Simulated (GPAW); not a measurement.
# Polarising 1T-GeBr2 monolayer with a field along the normal

The dipole of the cell at several fields, atoms fixed. What does the strongest field give, and what length does the slope stand for?

**Method.** GPAW 26.7.0, plane waves (400 eV), PAW setups, PBE, 12×12 mesh, a dipole layer in the vacuum; geometry relaxed without an applied field with GPAW. The cell's area is 14.32 Å², and e/ε0 = 180.95 V Å.

What came out, but for one run:

```tsv
field (V/Å)	dipole (e Å)
−0.2	−0.0765
−0.1	−0.0382
−0.05	−0.0191
0.05	0.0191
0.1	0.0382
0.2	0.0765
0.3	?
```

Q: What is the dipole at 0.3 V/Å?

Worked answer. A line through the 6 points has the slope α = 0.382 e Å per V/Å and the intercept p₀ = 0.0000 e Å (r.m.s. residual 2.8e−05). At 0.3 V/Å it gives p = 0.0000 + 0.382 × 0.3 = 0.1147 e Å; the run gives 0.1147 e Å, so the response stays linear to 0.0 % of the induced part. Dividing by ε0 and the area: α/(ε0 A) = 0.382 × 180.95 / 14.32 = 4.83 Å, against 3.21 Å between the outer nuclei. For a gapped layer this length is t(1 − 1/ε), so it fixes ε only once a thickness t is chosen.

**Limits.** This is the electronic response alone; ions that move would add to it in polar layers. No run was spin-polarised, so magnetic states weren't tested.

[Logs are printed without paths, hosts, clocks, repeated set-up lines and the standing remarks that a program may print on its own settings, such as how far it seeks lower states.]
